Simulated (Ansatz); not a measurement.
# SnI4O12 (P-1): band gap by G0W0 on PBE, part 2 of 3

Wanted: the gap of SnI4O12 (P-1) with a many-body correction, and the time that it takes.

Ansatz 0.2.0; PBE, then G0W0 on it, plane waves, PAW. Known limits of the many-body steps: finite bands, screening cutoff and k mesh; no spin-orbit coupling in G0W0.

So far: The starting structure; Relaxation.

## Step 3: The PBE band structure

Level of this step: DFT, PBE, plane waves, PAW; PAW set soft_1 (Ansatz).

Levels along a band path and on the mesh show where this functional puts the band edges.

File input.yaml:

```yaml
crystal:
  lattice:
    - [5.0576, 0.0, 0.0]
    - [0.1062173362, 6.279901792, 0.0]
    - [0.1980229617, 0.3361895656, 8.3774187989]
  atoms:
    - { symbol: Sn, position: [0.0, 0.0, 0.5] }
    - { symbol: I, position: [0.5061148231, 0.7764667496, 0.237035738] }
    - { symbol: I, position: [0.4938851769, 0.2235332504, 0.762964262] }
    - { symbol: I, position: [0.9806449621, 0.6993687757, 0.8436912468] }
    - { symbol: I, position: [0.0193550379, 0.3006312243, 0.1563087532] }
    - { symbol: O, position: [0.782882709, 0.9590566929, 0.2966559641] }
    - { symbol: O, position: [0.217117291, 0.0409433071, 0.7033440359] }
    - { symbol: O, position: [0.3031160215, 0.7954234777, 0.4238411328] }
    - { symbol: O, position: [0.6968839785, 0.2045765223, 0.5761588672] }
    - { symbol: O, position: [0.8472236491, 0.7454330787, 0.6369154755] }
    - { symbol: O, position: [0.1527763509, 0.2545669213, 0.3630845245] }
    - { symbol: O, position: [0.8260917482, 0.4351970098, 0.8854019874] }
    - { symbol: O, position: [0.1739082518, 0.5648029902, 0.1145980126] }
    - { symbol: O, position: [0.6674548844, 0.5288324017, 0.2906575423] }
    - { symbol: O, position: [0.3325451156, 0.4711675983, 0.7093424577] }
    - { symbol: O, position: [0.7314164081, 0.8620142688, 0.9456220245] }
    - { symbol: O, position: [0.2685835919, 0.1379857312, 0.0543779755] }
kpoints:
  mp_grid: { grid: [4, 4, 4] }
  band_path:
    path:
      - [[0.0, 0.0, 0.0], [0.0, -0.5, 0.0]]
      - [[-0.5, 0.0, 0.0], [0.0, 0.0, 0.0], [0.0, 0.0, -0.5]]
      - [[-0.5, -0.5, -0.5], [0.0, 0.0, 0.0], [-0.5, 0.0, -0.5]]
      - [[0.0, -0.5, -0.5], [0.0, 0.0, 0.0], [-0.5, -0.5, 0.0]]
    npoints: 10
hamiltonian:
  xc: pbe
  pseudopotentials: { kind: paw, azcp: { folder: soft_1 } }
scf:
  occupations: { method: fermi_dirac, width: 0.02 }
  n_extra_bands: 9
output:
  eigenvalues: true
  forces: true
  stress: true
  write_density: true
  write_potential: true
  elf: true
  volumetric_format: npy
```

Run with:

```console
> ansatz run input.yaml --threads 2 --pin off --max-ram 92160MiB --backend cuda --events-out ev --progress --plain --runs-dir out --devices 1 --max-vram 13GiB
```

Numbers of over 12 decimals in the logs are rounded to 6 here.

Output:

```text
[...]
GPUs: using 1 of 1 available (devices: 1).
[...]
GPU FFT provider: cuFFT
GPU libraries: cuBLAS 13.8.2, cuFFT 12.4.0, cuSOLVER 12.3.4
Crystal: 17 atoms, lattice volume = 266.077 Å³
Basis set: ecut = 420 eV, 5213 PW (Γ), exchange–correlation on 72×90×120 points (8 copies of the dense FFT grid, shifted against one another)
Bands: 86, of which v1, the nominal top of the filled ones, is band 77 counted from 1 (76 counted from 0)
Symmetry: 2 space group operations
[...]
k-points: 36 of 64
[...]
GPU buffer pool allocated for 97200 grid points (all kernels)
[...]
SCF iter   1: F=—  HF=-42874.570650 eV  |F-HF|=—  |Δ(HF+E_count)|=         —  Δρ=1.09e-1  dr2=4.19e1  ethr=3.10e-3  ⟨swp⟩=6.0  Hψ=12952  notcnv=0
[...]
SCF iter  13: F=-42863.905562 eV  HF=-42863.905562 eV  |F-HF|=1.46e-10  |Δ(HF+E_count)|=   1.97e-8  Δρ=1.81e-6  dr2=8.49e-9  ethr=6.49e-11  ⟨swp⟩=7.9  Hψ=21876  notcnv=0
SCF 1 converged in 13 iterations: F = -42863.905562 eV  dr2 = 8.49e-9
[...]
NSCF: frozen V_eff on 74 k-points
SCF converged after 13 iterations
Free energy (F): -42863.905562 eV
[...]
Internal energy: -42863.905562 eV  (E = F + TS)
E sigma→0 (E₀):  -42863.905562 eV
Fermi energy:    7.230257 eV
[...]
--- Forces (eV/Å), atoms counted from 1 ---
  atom   1  Sn     0.00000000     0.00000000     0.00000000
  atom   2  I      0.00650735     0.01118938    -0.00502045
  atom   3  I     -0.00650735    -0.01118938     0.00502045
  atom   4  I      0.00561195     0.01113459    -0.00969058
  atom   5  I     -0.00561195    -0.01113459     0.00969058
  atom   6  O     -0.00384419    -0.00383775    -0.00383001
  atom   7  O      0.00384419     0.00383775     0.00383001
  atom   8  O     -0.00127413     0.00528439     0.00460229
  atom   9  O      0.00127413    -0.00528439    -0.00460229
  atom  10  O     -0.00399394     0.00263100    -0.00087379
  atom  11  O      0.00399394    -0.00263100     0.00087379
  atom  12  O      0.00514949     0.00832553     0.00228872
  atom  13  O     -0.00514949    -0.00832553    -0.00228872
  atom  14  O      0.00091573    -0.00010246    -0.00119268
  atom  15  O     -0.00091573     0.00010246     0.00119268
  atom  16  O     -0.00544019     0.00239076     0.00346357
  atom  17  O      0.00544019    -0.00239076    -0.00346357
  max |Σ_I F_I| component: 0.00e0 eV/Å
--- Stress (GPa, compression-positive) ---
        2.222341      -0.123708       0.130571
       -0.123708       1.909907       0.197208
        0.130571       0.197208       2.016292
  P = ⅓ Tr σ = 2.0495 GPa (20.495 kbar)
--- Band table (eV; the first three rows and the last of 36) ---
  k-point 0: bands = [... 73 lower, 5.4034, 5.4113, 5.5461, 5.6252, 9.0937, 9.1363, 9.4764, 9.7280, ... 5 higher]
  k-point 1: bands = [... 73 lower, 5.3569, 5.4100, 5.5003, 5.6229, 8.9531, 9.2746, 9.4189, 9.7684, ... 5 higher]
  k-point 2: bands = [... 73 lower, 5.3813, 5.3938, 5.4294, 5.6195, 8.9563, 9.0805, 9.5944, 9.8075, ... 5 higher]
  k-point 35: bands = [... 73 lower, 5.1373, 5.3644, 5.4122, 5.7224, 8.8002, 9.6040, 9.6163, 9.7774, ... 5 higher]
```

Wall time 13 s (1 × NVIDIA H100 80GB HBM3 (shared by 6 runs) with 2 threads of AMD EPYC 7R13 (Zen 3), shared host); peak memory 1.3 GiB.

Reading the cycles: dr2 is the Hartree energy of the density residual (eV), the measure of convergence; HF is the Harris–Foulkes estimate of the energy, which meets the free energy F at convergence.

Numbers from this step:

```yaml
pressure: 2.050 GPa
filled_bands: 77
gap: 2.746 eV
valence_top_at: U
conduction_bottom_at: k = (0.250, -0.500, 0.000)
least_direct_gap: 2.892 eV
```

Over mesh and path the gap is 2.746 eV, from k = (0.000, -0.500, -0.500) to k = (0.250, -0.500, 0.000). The least direct gap found is 2.892 eV, at k = (-0.400, -0.400, 0.000).

Electronic bands along the path, in eV, zero at the top of the highest nominally filled band:

```tsv
point	band 74	band 75	band 76	band 77	band 78	band 79	band 80	band 81
Γ	-0.46	-0.45	-0.32	-0.24	3.23	3.27	3.61	3.86
halfway	-0.53	-0.43	-0.28	-0.20	3.20	3.56	3.76	3.92
X	-0.47	-0.43	-0.32	-0.13	3.27	3.54	4.16	4.28
jump to Y	-0.68	-0.48	-0.37	-0.22	3.03	3.71	3.99	4.37
halfway	-0.51	-0.47	-0.37	-0.31	3.16	3.55	3.83	4.11
Γ	-0.46	-0.45	-0.32	-0.24	3.23	3.27	3.61	3.86
halfway	-0.51	-0.45	-0.36	-0.24	3.09	3.41	3.56	3.91
Z	-0.48	-0.47	-0.43	-0.24	3.09	3.22	3.73	3.94
jump to R	-0.73	-0.50	-0.45	-0.14	2.94	3.74	3.75	3.91
halfway	-0.53	-0.50	-0.39	-0.19	3.09	3.70	3.92	4.12
Γ	-0.46	-0.45	-0.32	-0.24	3.23	3.27	3.61	3.86
halfway	-0.53	-0.44	-0.40	-0.32	3.29	3.69	3.79	3.94
T	-0.72	-0.59	-0.32	-0.18	3.30	4.07	4.13	4.24
jump to U	-0.54	-0.37	-0.32	0.00	3.58	3.74	3.83	4.25
halfway	-0.56	-0.47	-0.33	-0.12	3.25	3.50	3.78	3.95
Γ	-0.46	-0.45	-0.32	-0.24	3.23	3.27	3.61	3.86
halfway	-0.51	-0.45	-0.34	-0.21	2.88	3.81	3.95	4.08
V	-0.66	-0.43	-0.38	-0.10	2.82	3.50	3.72	4.05
```

ELF in the ac plane at fractional y = 0.224, with atoms of I and O within 0.2 Å of it. It is the smooth field of the valence electrons, not physical close to the nuclei.

Values, 23 rows by 14 columns, each cell a mean:
```
0.08 0.21 0.49 0.65 0.62 0.40 0.15 0.09 0.07 0.03 0.02 0.04 0.05 0.06
0.03 0.06 0.17 0.24 0.21 0.21 0.36 0.53 0.47 0.19 0.05 0.07 0.09 0.06
0.02 0.02 0.04 0.09 0.26 0.53 0.69 0.75 0.74 0.50 0.15 0.08 0.12 0.08
0.02 0.02 0.05 0.16 0.41 0.58 0.54 0.53 0.65 0.66 0.33 0.09 0.08 0.05
0.01 0.05 0.10 0.21 0.38 0.41 0.34 0.36 0.44 0.61 0.43 0.12 0.04 0.02
0.03 0.12 0.18 0.24 0.33 0.31 0.35 0.45 0.34 0.47 0.36 0.13 0.03 0.01
0.05 0.17 0.23 0.25 0.31 0.33 0.29 0.26 0.32 0.43 0.40 0.27 0.11 0.02
0.04 0.14 0.20 0.20 0.24 0.31 0.32 0.36 0.52 0.65 0.68 0.63 0.38 0.07
0.04 0.08 0.12 0.12 0.12 0.17 0.25 0.49 0.70 0.65 0.71 0.80 0.61 0.17
0.06 0.05 0.05 0.04 0.04 0.06 0.18 0.59 0.78 0.57 0.59 0.81 0.66 0.21
0.07 0.08 0.06 0.03 0.02 0.02 0.15 0.63 0.84 0.80 0.76 0.77 0.50 0.13
0.19 0.33 0.36 0.26 0.11 0.02 0.05 0.44 0.75 0.81 0.75 0.54 0.20 0.08
0.54 0.73 0.74 0.68 0.50 0.15 0.01 0.10 0.34 0.43 0.33 0.15 0.06 0.19
0.75 0.77 0.70 0.80 0.76 0.43 0.05 0.01 0.04 0.05 0.04 0.03 0.08 0.38
0.73 0.66 0.56 0.80 0.83 0.57 0.10 0.01 0.01 0.01 0.01 0.02 0.09 0.39
0.59 0.70 0.71 0.81 0.76 0.47 0.08 0.01 0.01 0.01 0.02 0.04 0.12 0.29
0.45 0.58 0.65 0.60 0.42 0.17 0.03 0.00 0.01 0.01 0.05 0.17 0.33 0.38
0.41 0.38 0.37 0.25 0.10 0.04 0.02 0.01 0.01 0.03 0.17 0.51 0.64 0.54
0.37 0.32 0.34 0.31 0.23 0.16 0.09 0.02 0.01 0.06 0.41 0.75 0.73 0.53
0.36 0.30 0.42 0.56 0.57 0.52 0.35 0.08 0.01 0.09 0.54 0.83 0.77 0.54
0.43 0.38 0.56 0.71 0.76 0.75 0.58 0.19 0.02 0.05 0.44 0.79 0.79 0.63
0.45 0.45 0.65 0.74 0.80 0.81 0.64 0.22 0.02 0.02 0.15 0.48 0.66 0.60
0.28 0.39 0.64 0.77 0.82 0.76 0.46 0.10 0.02 0.01 0.02 0.09 0.21 0.29
```
Columns run along a (5.1 Å), rows up along c (8.4 Å). Atoms in or near the plane, at fractional coordinates: I at (0.49, 0.76), O at (0.70, 0.58), O at (0.15, 0.36).

Electrostatic potential energy in the ac plane at fractional y = 0.224, with atoms of I and O within 0.2 Å of it. With pseudopotentials it is smooth inside the atoms' cores, unlike the true potential.

Ten even steps from '0' (-35 eV) to '9' (13 eV), each cell a mean:
```
99999999999999
99999888899999
99998644678999
99986100158999
99984045127899
99983057217899
99985012037999
99997521346899
99998877411599
99999998300389
88999999621588
88999999987888
87689999999998
72138999999999
60028999999999
72148999999988
55689999999876
00489999999851
10278999998720
10168999998720
00346899999850
45533799999875
88856899999988
```
Columns run along a (5.1 Å; values clipped at the 3rd and 97th percentile), rows up along c (8.4 Å). Atoms in or near the plane, at fractional coordinates: I at (0.49, 0.76), O at (0.70, 0.58), O at (0.15, 0.36).

## Step 4: The quasiparticle correction

G0W0 replaces the xc potential by a self-energy built once from the orbitals of the start. Levels are corrected in the window of bands that the input names, at points of the mesh.

This step: G0W0 on PBE, plane waves, PAW; PAW set soft_1.

input.yaml, as its differences from that of step 3:

```diff
@@ -24,10 +24,3 @@
 kpoints:
-  mp_grid: { grid: [4, 4, 4] }
-  band_path:
-    path:
-      - [[0.0, 0.0, 0.0], [0.0, -0.5, 0.0]]
-      - [[-0.5, 0.0, 0.0], [0.0, 0.0, 0.0], [0.0, 0.0, -0.5]]
-      - [[-0.5, -0.5, -0.5], [0.0, 0.0, 0.0], [-0.5, 0.0, -0.5]]
-      - [[0.0, -0.5, -0.5], [0.0, 0.0, 0.0], [-0.5, -0.5, 0.0]]
-    npoints: 10
+  mp_grid: { grid: [4, 2, 2] }
 hamiltonian:
@@ -36,11 +29,8 @@
 scf:
-  occupations: { method: fermi_dirac, width: 0.02 }
-  n_extra_bands: 9
-output:
-  eigenvalues: true
-  forces: true
-  stress: true
-  write_density: true
-  write_potential: true
-  elf: true
-  volumetric_format: npy
+  occupations: { method: fixed }
+gw:
+  n_empty_bands: 1000
+  ecut_chi: 140.0
+  qp_bands: [v4, c4]
+  qp_kpoints: band_edges
+  screening: { model: contour_deformation }
```

Output:

```text
GPUs: using 1 of 1 available (devices: 1).
[...]
GPU FFT provider: cuFFT
GPU libraries: cuBLAS 13.8.2, cuFFT 12.4.0, cuSOLVER 12.3.4
Crystal: 17 atoms, lattice volume = 266.077 Å³
Basis set: ecut = 420 eV, 5213 PW (Γ)
Bands: 94, of which v1, the nominal top of the filled ones, is band 77 counted from 1 (76 counted from 0)
Symmetry: 2 space group operations
[...]
k-points: 12 of 16
[...]
GPU buffer pool allocated for 97200 grid points (all kernels)
[...]
SCF iter   1: F=—  HF=-42874.583430 eV  |F-HF|=—  |Δ(HF+E_count)|=         —  Δρ=1.09e-1  dr2=4.16e1  ethr=3.10e-3  ⟨swp⟩=5.0  Hψ=4304  notcnv=0  defer=163
[...]
SCF iter  13: F=-42863.907735 eV  HF=-42863.907735 eV  |F-HF|=5.17e-9  |Δ(HF+E_count)|=   1.25e-9  Δρ=1.22e-6  dr2=4.06e-9  ethr=6.49e-11  ⟨swp⟩=1.1  Hψ=2684  notcnv=0
SCF 1 converged in 13 iterations: F = -42863.907735 eV  dr2 = 4.06e-9
[...]
the band table was solved once the SCF had ended and its energy, with any forces and stress, was formed, with the checks that follow a solve (4972 applications of the Hamiltonian). They found nothing against the state; the energy, forces and stress were not computed again (output.eigenvalues in the input reference)
[...]
G₀W₀ screening: q 1/12
[... further progress lines ...]
SCF converged after 13 iterations
Free energy (F): -42863.907735 eV
[...]
Internal energy: -42863.907735 eV  (E = F + TS)
E sigma→0 (E₀):  -42863.907735 eV
Fermi energy:    5.862998 eV
[...]
--- Band table (eV; the first three rows and the last of 12) ---
  k-point 0: bands = [... 73 lower, 5.4032, 5.4111, 5.5460, 5.6253, 9.0937, 9.1365, 9.4763, 9.7280, ... 13 higher]
  k-point 1: bands = [... 73 lower, 5.3813, 5.3938, 5.4293, 5.6195, 8.9562, 9.0806, 9.5945, 9.8075, ... 13 higher]
  k-point 2: bands = [... 73 lower, 5.3900, 5.4297, 5.5454, 5.7285, 9.1329, 9.4040, 10.0251, 10.1407, ... 13 higher]
  k-point 11: bands = [... 73 lower, 5.1372, 5.3642, 5.4121, 5.7225, 8.8001, 9.6041, 9.6164, 9.7774, ... 13 higher]
--- G₀W₀: contour deformation, 6 samples at zero and on the imaginary axis and 1 off it, 16 q-points, 1000 empty bands' worth ---
  eigenvalues of the whole cell's RPA ε∞ on this k-mesh (on a slab, of 1 + 4πα/V) = 3.9819, 4.5254, 4.5987; static W/v taken at q = 0 is 0.226846
  gw.qp_kpoints: band_edges: 12 of 12 stored k-points solved, in 1 pass; an edge of the gap read off the rows below is read off those points alone
    ik  band        ε_KS         Σx   Σc(E_QP)       V_xc       Z   E_QP_lin       E_QP  E_QP is
     0    74      5.4032   -24.4146     3.6564   -20.1149  0.7351     4.7519     4.7599  root
     0    75      5.4111   -24.8934     4.1577   -20.0896  0.7234     4.7560     4.7650  root
     0    76      5.5460   -26.5227     5.0550   -20.7971  0.7158     4.8654     4.8754  root
     0    77      5.6253   -25.2013     4.0401   -20.5539  0.7289     5.0110     5.0180  root
     0    78      9.0937   -14.8212    -3.2742   -18.9339  0.7797     9.9406     9.9322  root
     0    79      9.1365   -12.6858    -3.6837   -17.1568  0.7877     9.9318     9.9239  root
     0    80      9.4763   -12.6114    -3.5765   -17.0071  0.7798    10.3048    10.2955  root
     0    81      9.7280   -13.9385    -3.5783   -18.3846  0.7775    10.6064    10.5957  root
     1    74      5.3813   -25.4800     4.5568   -20.2437  0.7202     4.6915     4.7018  root
     1    75      5.3938   -25.1974     4.1833   -20.3916  0.7254     4.7634     4.7714  root
     1    76      5.4293   -26.0348     4.7668   -20.5994  0.7174     4.7506     4.7607  root
     1    77      5.6195   -25.3303     4.1515   -20.5687  0.7277     5.0022     5.0094  root
     1    78      8.9562   -14.4144    -3.3679   -18.6120  0.7816     9.7940     9.7859  root
     1    79      9.0806   -13.7377    -3.3945   -17.9106  0.7847     9.8663     9.8590  root
     1    80      9.5945   -13.4488    -3.6083   -17.9077  0.7774    10.4553    10.4450  root
     1    81      9.8075   -12.8067    -3.8249   -17.5134  0.7810    10.7003    10.6891  root
     2    74      5.3900   -25.2970     4.2088   -20.4463  0.7234     4.7394     4.7481  root
     2    75      5.4297   -25.3249     4.3553   -20.3275  0.7211     4.7787     4.7876  root
     2    76      5.5454   -25.3616     4.2468   -20.4776  0.7238     4.8998     4.9083  root
     2    77      5.7285   -24.8985     3.6818   -20.6401  0.7354     5.1461     5.1520  root
     2    78      9.1329   -14.6471    -3.4663   -18.9824  0.7785    10.0115    10.0018  root
     2    79      9.4040   -13.3709    -3.6679   -17.8677  0.7817    10.2422    10.2329  root
     2    80     10.0251   -13.2597    -3.6447   -17.7978  0.7698    10.9313    10.9185  root
     2    81     10.1407   -13.0113    -3.9159   -17.8195  0.7711    11.0464    11.0330  root
     3    74      5.3243   -25.9139     4.9312   -20.3061  0.7138     4.6370     4.6477  root
     3    75      5.4919   -25.4014     4.2776   -20.4899  0.7217     4.8493     4.8579  root
     3    76      5.5391   -25.1672     4.1097   -20.4252  0.7257     4.8985     4.9068  root
     3    77      5.8630   -25.0735     3.6084   -20.9058  0.7372     5.2984     5.3037  root
     3    78      9.4420   -14.4963    -3.4817   -18.8589  0.7762    10.3334    10.3230  root
     3    79      9.6018   -13.5663    -3.7145   -18.1253  0.7795    10.4563    10.4462  root
     3    80      9.6976   -13.3577    -3.7464   -17.9816  0.7769    10.5867    10.5751  root
     3    81     10.1130   -12.9537    -3.9090   -17.7823  0.7738    11.0464    11.0325  root
     4    74      5.3568   -25.4261     4.4625   -20.3057  0.7192     4.6893     4.6990  root
     4    75      5.3958   -25.9293     4.8269   -20.4331  0.7158     4.7164     4.7266  root
     4    76      5.4902   -24.9752     3.9766   -20.3783  0.7293     4.8623     4.8699  root
     4    77      5.5546   -25.1761     4.0754   -20.4849  0.7252     4.9311     4.9388  root
     4    78      9.0257   -13.9043    -3.5095   -18.2217  0.7839     9.8415     9.8335  root
     4    79      9.4100   -12.9252    -3.5758   -17.3216  0.7804    10.2397    10.2305  root
     4    80      9.6974   -14.0951    -3.5396   -18.5082  0.7754    10.5816    10.5707  root
     4    81      9.9735   -13.5197    -3.8701   -18.3056  0.7722    10.9030    10.8892  root
[...]
10    78      8.6793   -14.3766    -3.4823   -18.6824  0.7826     9.5107     9.5027  root
    10    79      9.3617   -14.0539    -3.3687   -18.2468  0.7795    10.1946    10.1858  root
    10    80      9.5856   -12.8598    -3.9117   -17.6643  0.7857    10.4895    10.4785  root
    10    81      9.9099   -13.9932    -3.6354   -18.5511  0.7723    10.8451    10.8323  root
    11    74      5.1372   -25.8481     5.0200   -20.1516  0.7069     4.4492     4.4608  root
    11    75      5.3642   -24.4744     3.7273   -20.1026  0.7322     4.7114     4.7197  root
    11    76      5.4121   -25.3669     4.4435   -20.2870  0.7177     4.7667     4.7757  root
    11    77      5.7225   -25.1995     3.8673   -20.7561  0.7296     5.1402     5.1464  root
    11    78      8.8001   -14.6288    -3.3548   -18.8068  0.7821     9.6312     9.6233  root
    11    79      9.6041   -13.5453    -3.7228   -18.1270  0.7770    10.4737    10.4629  root
    11    80      9.6164   -14.0348    -3.6315   -18.5747  0.7765    10.5364    10.5248  root
    11    81      9.7774   -13.6685    -3.5912   -18.1521  0.7751    10.6814    10.6698  root
```

Elapsed: 66 s, on 1 × NVIDIA H100 80GB HBM3 (shared by 6 runs) with 2 threads; peak memory 4 GiB.

This step gave:

```
bands summed                                    : 1077
RPA ε∞ on this mesh (eigenvalues)               : 3.982, 4.525, 4.599
plane waves in the screening matrix             : 987
q-points in the mesh                            : 16
G0W0 gap over the corrected points              : 4.111 eV
k of the valence top                            : 0, -0.5, -0.5
k of the conduction bottom                      : 0.25, -0.5, 0
starting gap on the mesh                        : 2.746 eV
Z at the valence top                            : 0.7372
Z at the conduction bottom                      : 0.7840
least direct G0W0 gap over the corrected points : 4.315 eV
```

Over all 12 irreducible mesh points the G0W0 gap is 4.111 eV, from k = (0.000, -0.500, -0.500) to k = (0.250, -0.500, 0.000). The PBE gap of this run on the mesh is 2.746 eV. The two states that bound the G0W0 gap lie that far apart at the start, so the correction of the gap is 4.111 − 2.746 = +1.365 eV. The start of this run differs from the step before in mesh (4×4×4 and 4×2×2).

Labels follow the order of the start: v1 is the top filled band, c1 the lowest empty one; levels that stay degenerate share a row, the window can cut a multiplet, doubted levels are not marked in this list, bands outside the window were not corrected, and the list may be a part of the corrected levels. The levels before and after the correction (eV, zero at the valence-band top of each column):

```tsv
	conduction bottom	valence top
Kohn-Sham	2.75	0.00
G0W0	4.11	0.00
```

```tsv
	level	occupation	energy (eV)
Kohn-Sham	(0 -0.5 -0.5) v3	2	-0.371
Kohn-Sham	(0 -0.5 -0.5) v2	2	-0.324
Kohn-Sham	(0 -0.5 -0.5) v1	2	0.000
Kohn-Sham	(0 -0.5 -0.5) c1	0	3.579
Kohn-Sham	(0 -0.5 -0.5) c2	0	3.739
Kohn-Sham	(0 -0.5 -0.5) c3	0	3.835
Kohn-Sham	(0.25 -0.5 0) v3	2	-0.460
Kohn-Sham	(0.25 -0.5 0) v2	2	-0.320
Kohn-Sham	(0.25 -0.5 0) v1	2	-0.203
Kohn-Sham	(0.25 -0.5 0) c1	0	2.746
Kohn-Sham	(0.25 -0.5 0) c2	0	3.924
Kohn-Sham	(0.25 -0.5 0) c3	0	4.146
G0W0	(0 -0.5 -0.5) v3	2	-0.446
G0W0	(0 -0.5 -0.5) v2	2	-0.397
G0W0	(0 -0.5 -0.5) v1	2	0.000
G0W0	(0 -0.5 -0.5) c1	0	5.019
G0W0	(0 -0.5 -0.5) c2	0	5.142
G0W0	(0 -0.5 -0.5) c3	0	5.271
G0W0	(0.25 -0.5 0) v3	2	-0.541
G0W0	(0.25 -0.5 0) v2	2	-0.384
G0W0	(0.25 -0.5 0) v1	2	-0.225
G0W0	(0.25 -0.5 0) c1	0	4.111
G0W0	(0.25 -0.5 0) c2	0	5.334
G0W0	(0.25 -0.5 0) c3	0	5.615
```

The parts of the quasiparticle energy for the two states that bound the G0W0 gap, in eV on the run's own scale (QP = start + Σx + Σc − Vxc, with Σc at the quasiparticle energy):

```tsv
edge	k	band	start	Σx	Σc	Vxc	Z	QP
valence top	(0.000, -0.500, -0.500)	77	5.863	−25.073	3.608	−20.906	0.737	5.304
conduction bottom	(0.250, -0.500, 0.000)	78	8.609	−14.292	−3.363	−18.462	0.784	9.415
```

(Continued in part 3 of 3.)

[Paths, hosts, dates, memory and timing lines, banners, echoed tables and standing remarks are left out of the program output.]

[Logs are printed without paths, hosts, clocks, repeated set-up lines and the standing remarks that a program may print on its own settings, such as how far it seeks lower states.]

[Runs of the session that timed out or met a known fault of the program may be left out.]

[Cells called generated may have been cut or substituted from an entry of the Crystallography Open Database or the Materials Project.]

[Hosts, paths, dates, database ids (printed as entryN), source tags and the programs' standing remarks are cut or masked in the printed files.]

[Where an RPA ε∞ is given, it is that of the G0W0 mesh and is not shown converged in it. Names of k-points follow the symmetry that the program found, which can be lower than the space group named. Band edges on a path are those of the sampled points; other points can move an edge, and change direct to indirect where valleys lie close.]

[Hybrid gaps are those of their k-mesh and are not shown converged in it.]
